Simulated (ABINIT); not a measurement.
**Completion of the band sum in GW: CdSe (Cadmoselite)**

Aim: few bands, with and without a completion of the sum over empty states, for CdSe (Cadmoselite).

Calculated with ABINIT 10.8.3; PBE and many-body steps on it, plane waves.

Report form: the programs' logs are mostly left out.

The database entry behind the starting cell differs from later determinations by our own check (inner coordinate of an old entry), so it need not match the best structure at ambient conditions.

**1. Set-up**

The structure is hexagonal, space group P6_3mc (No. 186). The conventional cell has a = 4.300 Å, b = 4.300 Å, c = 7.020 Å, α = 90.00°, β = 90.00°, γ = 120.00°. Cd has 4 Se at 2.61 to 2.70 Å nearest. Nearest to Se lie 4 Cd at 2.61 to 2.70 Å. Farther neighbours and most contacts between anions are not listed.

The cell and positions come from the Crystallography Open Database and are kept as given unless a step says otherwise.

**2. Empty states on the mesh, 3×3×2 mesh, 132 bands**

This step: ABINIT 10.8.3; DFT, PBE, plane waves, norm-conserving pseudopotentials.

The sums over transitions need many empty states on a uniform mesh; this step solves for them.

run.abi reads:

```
acell 3*1.0 Angstrom
rprim 
  4.300000000016 -0.000000000004 0.000000000000
  -2.150000000005 3.723909236288 0.000000000000
  0.000000000000 0.000000000000 7.020000000000
ntypat 2
znucl 48 34
natom 4
typat 1 1 2 2
xred 
  0.333333333333 0.666666666667 0.000000000000
  0.666666666667 0.333333333333 0.500000000000
  0.333333333333 0.666666666667 0.385000000000
  0.666666666667 0.333333333333 0.885000000000
pp_dirpath "pseudos"
pseudos "Cd.upf, Se.upf"
ecut 47
ngkpt 3 3 2
nshiftk 1
shiftk 0 0 0
kptopt 1
chksymbreak 0
iscf -2
irdden 1
istwfk *1
nband 132
nbdbuf 12
tolwfr 1e-09
nstep 60
prtvol 0
indata_prefix "in"
outdata_prefix "out"
tmpdata_prefix "tmp"
```

Launch:

```sh
$ OMP_NUM_THREADS=1 mpirun -n 4 abinit run.abi > log
```

Wall time 2.6 min (4 MPI ranks of Arm Neoverse V1, shared host); peak memory 0.53 GiB.

This step gave:

```
gap                                                           : 0.7010 eV
k of the valence top                                          : 0, 0, 0
k of the conduction bottom                                    : 0, 0, 0
least direct gap                                              : 0.7010 eV
k points computed                                             : 6
lowest point of the top converged band, above the valence top : 42.54 eV
```

On this mesh the gap is 0.701 eV.

The density comes from a self-consistent run that is not shown.

**3. Screening, 3×3×2 mesh, 120 bands, screening to 122.5 eV**

The RPA dielectric matrix is built and inverted for each q.

This step: RPA screening on PBE, plane waves, norm-conserving pseudopotentials.

run.abi, as its differences from that of step 2:

```diff
@@ -22,10 +22,11 @@
 chksymbreak 0
-iscf -2
-irdden 1
 istwfk *1
-nband 132
-nbdbuf 12
-tolwfr 1e-09
-nstep 60
-prtvol 0
+occopt 1
+irdwfk 1
+optdriver 3
+nband 120
+ecuteps 4.5
+inclvkb 2
+awtr 1
+symchi 1
 indata_prefix "in"
```

Elapsed: 71 s, on 4 MPI ranks; peak memory 1.8 GiB.

Numbers from this step:

* ε∞ with local fields, on this mesh, along the program's q direction: 49.31
* the same without local fields: 51.88
* plasma frequency: 29.72 eV
* plane waves in the screening matrix: 337

Local fields lower ε∞ by 5 %. On a Γ-centred mesh this coarse the value itself is usually too large, while a short band sum pulls it down.

**4. 120 bands**

The self-energy is evaluated for the states that the input lists, and the levels follow from it, in one-shot runs by the linearised quasiparticle equation.

This step: G0W0 on PBE, plane waves, norm-conserving pseudopotentials.

run.abi, as its differences from that of step 3:

```diff
@@ -25,8 +25,15 @@
 irdwfk 1
-optdriver 3
+optdriver 4
 nband 120
+gwcalctyp 0
+ecutsigx 47
+symsigma 1
+nkptgw 1
+kptgw 
+  0.0000000000 0.0000000000 0.0000000000
+bdgw 
+  35 38
 ecuteps 4.5
-inclvkb 2
-awtr 1
-symchi 1
+irdscr 1
+ppmodel 1
 indata_prefix "in"
```

Wall time 8.7 s (4 MPI ranks); peak memory 1.6 GiB; 35 s of CPU time.

Numbers from this step:

| Property | Result |
| --- | --- |
| G0W0 gap on the points computed | 1.788 eV |
| starting gap on the mesh | 0.7010 eV |
| k of the valence top | 0, 0, 0 |
| k of the conduction bottom | 0, 0, 0 |
| Z at the valence top | 0.793 |
| Z at the conduction bottom | 0.815 |
| least direct G0W0 gap on the computed points | 1.788 eV |

The gap on the mesh goes from 0.70 eV to 1.79 eV, a correction of +1.09 eV.

**5. Screening, 3×3×2 mesh, 44 bands, screening to 122.5 eV**

This step: RPA screening on PBE, plane waves, norm-conserving pseudopotentials.

run.abi, as its differences from that of step 4:

```diff
@@ -25,15 +25,8 @@
 irdwfk 1
-optdriver 4
-nband 120
-gwcalctyp 0
-ecutsigx 47
-symsigma 1
-nkptgw 1
-kptgw 
-  0.0000000000 0.0000000000 0.0000000000
-bdgw 
-  35 38
+optdriver 3
+nband 44
 ecuteps 4.5
-irdscr 1
-ppmodel 1
+inclvkb 2
+awtr 1
+symchi 1
 indata_prefix "in"
```

Wall time 11 s (4 MPI ranks); peak memory 1.4 GiB; 42 s of CPU time.

Numbers from this step:

- ε∞ with local fields, on this mesh, along the program's q direction: 48.37
- the same without local fields: 51.46
- plasma frequency: 29.72 eV
- plane waves in the screening matrix: 337

**6. 44 bands**

This step: G0W0 on PBE, plane waves, norm-conserving pseudopotentials.

run.abi, as its differences from that of step 5:

```diff
@@ -25,8 +25,15 @@
 irdwfk 1
-optdriver 3
+optdriver 4
 nband 44
+gwcalctyp 0
+ecutsigx 47
+symsigma 1
+nkptgw 1
+kptgw 
+  0.0000000000 0.0000000000 0.0000000000
+bdgw 
+  35 38
 ecuteps 4.5
-inclvkb 2
-awtr 1
-symchi 1
+irdscr 1
+ppmodel 1
 indata_prefix "in"
```

Run time: 6 s. Hardware: 4 MPI ranks; peak memory 1.3 GiB; 24 s of CPU time.

This step gave:

| Property | Result |
| --- | --- |
| G0W0 gap on the points computed | 2.259 eV |
| starting gap on the mesh | 0.7010 eV |
| k of the valence top | 0, 0, 0 |
| k of the conduction bottom | 0, 0, 0 |
| Z at the valence top | 0.788 |
| Z at the conduction bottom | 0.813 |
| least direct G0W0 gap on the computed points | 2.259 eV |

Against G0W0 in ABINIT (3×3×2 mesh, 120 bands, screening to 122.5 eV, Godby-Needs plasmon pole), the gap moves by +0.471 eV.

**7. Screening, 3×3×2 mesh, 44 bands, screening to 122.5 eV**

This step: RPA screening on PBE, plane waves, norm-conserving pseudopotentials.

run.abi, as its differences from that of step 6:

```diff
@@ -25,15 +25,10 @@
 irdwfk 1
-optdriver 4
+optdriver 3
 nband 44
-gwcalctyp 0
-ecutsigx 47
-symsigma 1
-nkptgw 1
-kptgw 
-  0.0000000000 0.0000000000 0.0000000000
-bdgw 
-  35 38
 ecuteps 4.5
-irdscr 1
-ppmodel 1
+inclvkb 2
+awtr 1
+symchi 1
+gwcomp 1
+gwencomp 3
 indata_prefix "in"
```

Elapsed: 48 s, on 4 MPI ranks; peak memory 1.5 GiB.

This step gave:

| Quantity | Value |
| --- | --- |
| ε∞ with local fields, on this mesh, along the program's q direction | 49.10 |
| the same without local fields | 51.46 |
| plasma frequency | 29.72 eV |
| plane waves in the screening matrix | 337 |

**8. 44 bands, completed**

This step: G0W0 on PBE, plane waves, norm-conserving pseudopotentials.

run.abi, as its differences from that of step 7:

```diff
@@ -25,8 +25,15 @@
 irdwfk 1
-optdriver 3
+optdriver 4
 nband 44
+gwcalctyp 0
+ecutsigx 47
+symsigma 1
+nkptgw 1
+kptgw 
+  0.0000000000 0.0000000000 0.0000000000
+bdgw 
+  35 38
 ecuteps 4.5
-inclvkb 2
-awtr 1
-symchi 1
+irdscr 1
+ppmodel 1
 gwcomp 1
```

It took 6.1 s on 4 MPI ranks; peak memory 1.2 GiB.

Numbers from this step:

```yaml
g0w0_gap_on_the_points_computed: 1.975 eV
starting_gap_on_the_mesh: 0.7010 eV
k_of_the_valence_top: 0, 0, 0
k_of_the_conduction_bottom: 0, 0, 0
least_direct_g0w0_gap_on_the_computed_points: 1.975 eV
```

Against G0W0 in ABINIT (3×3×2 mesh, 120 bands, screening to 122.5 eV, Godby-Needs plasmon pole), the gap moves by +0.187 eV.

**9. Screening, 3×3×2 mesh, 66 bands, screening to 122.5 eV**

This step: RPA screening on PBE, plane waves, norm-conserving pseudopotentials.

run.abi, as its differences from that of step 8:

```diff
@@ -25,17 +25,8 @@
 irdwfk 1
-optdriver 4
-nband 44
-gwcalctyp 0
-ecutsigx 47
-symsigma 1
-nkptgw 1
-kptgw 
-  0.0000000000 0.0000000000 0.0000000000
-bdgw 
-  35 38
+optdriver 3
+nband 66
 ecuteps 4.5
-irdscr 1
-ppmodel 1
-gwcomp 1
-gwencomp 3
+inclvkb 2
+awtr 1
+symchi 1
 indata_prefix "in"
```

Wall time 30 s (4 MPI ranks); peak memory 1.6 GiB.

Numbers from this step:

| Property | Result |
| --- | --- |
| ε∞ with local fields, on this mesh, along the program's q direction | 48.89 |
| the same without local fields | 51.78 |
| plasma frequency | 29.72 eV |
| plane waves in the screening matrix | 337 |

**10. 66 bands**

This step: G0W0 on PBE, plane waves, norm-conserving pseudopotentials.

run.abi, as its differences from that of step 9:

```diff
@@ -25,8 +25,15 @@
 irdwfk 1
-optdriver 3
+optdriver 4
 nband 66
+gwcalctyp 0
+ecutsigx 47
+symsigma 1
+nkptgw 1
+kptgw 
+  0.0000000000 0.0000000000 0.0000000000
+bdgw 
+  35 38
 ecuteps 4.5
-inclvkb 2
-awtr 1
-symchi 1
+irdscr 1
+ppmodel 1
 indata_prefix "in"
```

It took 6.8 s on 4 MPI ranks; peak memory 1.5 GiB.

This step gave:

```yaml
g0w0_gap_on_the_points_computed: 1.924 eV
starting_gap_on_the_mesh: 0.7010 eV
k_of_the_valence_top: 0, 0, 0
k_of_the_conduction_bottom: 0, 0, 0
least_direct_g0w0_gap_on_the_computed_points: 1.924 eV
```

Against G0W0 in ABINIT (3×3×2 mesh, 120 bands, screening to 122.5 eV, Godby-Needs plasmon pole), the gap moves by +0.136 eV.

**11. Screening, 3×3×2 mesh, 66 bands, screening to 122.5 eV**

This step: RPA screening on PBE, plane waves, norm-conserving pseudopotentials.

run.abi, as its differences from that of step 10:

```diff
@@ -25,15 +25,10 @@
 irdwfk 1
-optdriver 4
+optdriver 3
 nband 66
-gwcalctyp 0
-ecutsigx 47
-symsigma 1
-nkptgw 1
-kptgw 
-  0.0000000000 0.0000000000 0.0000000000
-bdgw 
-  35 38
 ecuteps 4.5
-irdscr 1
-ppmodel 1
+inclvkb 2
+awtr 1
+symchi 1
+gwcomp 1
+gwencomp 2
 indata_prefix "in"
```

Run time: 66 s. Hardware: 4 MPI ranks; peak memory 1.6 GiB; 4.4 min of CPU time.

This step gave:

| Item | Value |
| --- | --- |
| ε∞ with local fields, on this mesh, along the program's q direction | 49.49 |
| the same without local fields | 51.78 |
| plasma frequency | 29.72 eV |
| plane waves in the screening matrix | 337 |

**12. 66 bands, completed**

This step: G0W0 on PBE, plane waves, norm-conserving pseudopotentials.

run.abi, as its differences from that of step 11:

```diff
@@ -25,8 +25,15 @@
 irdwfk 1
-optdriver 3
+optdriver 4
 nband 66
+gwcalctyp 0
+ecutsigx 47
+symsigma 1
+nkptgw 1
+kptgw 
+  0.0000000000 0.0000000000 0.0000000000
+bdgw 
+  35 38
 ecuteps 4.5
-inclvkb 2
-awtr 1
-symchi 1
+irdscr 1
+ppmodel 1
 gwcomp 1
```

Wall time 7.1 s (4 MPI ranks); peak memory 1.5 GiB.

Numbers from this step:

```yaml
g0w0_gap_on_the_points_computed: 1.833 eV
starting_gap_on_the_mesh: 0.7010 eV
k_of_the_valence_top: 0, 0, 0
k_of_the_conduction_bottom: 0, 0, 0
least_direct_g0w0_gap_on_the_computed_points: 1.833 eV
```

Against G0W0 in ABINIT (3×3×2 mesh, 120 bands, screening to 122.5 eV, Godby-Needs plasmon pole), the gap moves by +0.045 eV.

**13. Side by side**

Times are wall times on 4 MPI ranks of Arm Neoverse V1, shared host, good to a factor of about two. A run's time includes the screening step that it read.

```tsv
run	mesh	bands	screening cutoff (eV)	DFT gap (eV)	gap on the mesh (eV)	direct (eV)	ε∞ used	time
120 bands	3×3×2	120	122.5	0.701	1.788	1.788	49.31	80 s
44 bands	3×3×2	44	122.5	0.701	2.259	2.259	48.37	17 s
44 bands, completed	3×3×2	44	122.5	0.701	1.975	1.975	49.10	54 s
66 bands	3×3×2	66	122.5	0.701	1.924	1.924	48.89	36 s
66 bands, completed	3×3×2	66	122.5	0.701	1.833	1.833	49.49	73 s
```

**14. What came out**

- 120 bands: 1.788 eV
- 44 bands: 2.259 eV
- 44 bands, completed: 1.975 eV
- 66 bands: 1.924 eV
- 66 bands, completed: 1.833 eV

44 bands: +0.471 eV against 120 bands. 44 bands, completed: +0.187 eV against 120 bands. 66 bands: +0.136 eV against 120 bands. 66 bands, completed: +0.045 eV against 120 bands. The row with most bands is itself short of the limit, so it is no exact reference, and agreement of a truncated run with it can be a cancellation between the edges. In the first G0W0 run levels were corrected at 1 k point alone, so a gap called «on the mesh» is the least over those, and an edge elsewhere would be missed. The 3×3×2 mesh is coarse for this cell, which bears on the long-range parts of exchange and screening. The norm-conserving file of at least one element keeps a d shell over frozen s and p shells of the same row. Exchange with those shells is missing from the self-energy, an error of 0.3 to 0.9 eV in cases checked, whose sign depends on which edge lies on those atoms. The RPA ε∞ on this mesh reaches over 25; with a narrow direct gap a coarse mesh can overstate it, and the correction is then too small. The many-body steps are scalar-relativistic: spin-orbit coupling is not in them.

[Paths, hosts, dates, memory and timing lines, banners, echoed tables and standing remarks are left out of the program output.]

[Logs are printed without paths, hosts, clocks, repeated set-up lines and the standing remarks that a program may print on its own settings, such as how far it seeks lower states.]

[Runs of the session that timed out or met a known fault of the program may be left out.]

[No measured gap is set beside runs whose start may be inverted or whose files or cutoffs have a known fault.]

[Hosts, paths, dates, database ids (printed as entryN), source tags and the programs' standing remarks are cut or masked in the printed files.]

[G0W0 gaps are taken among the corrected bands and points alone; a level outside them can change the order at an edge.]

[Where Ansatz stands beside ABINIT at settings called matched, ABINIT's density can come from a denser mesh and the files from another edition; pairs whose starting gaps differed by over 0.03 eV were left out, so agreement reads better than it is.]
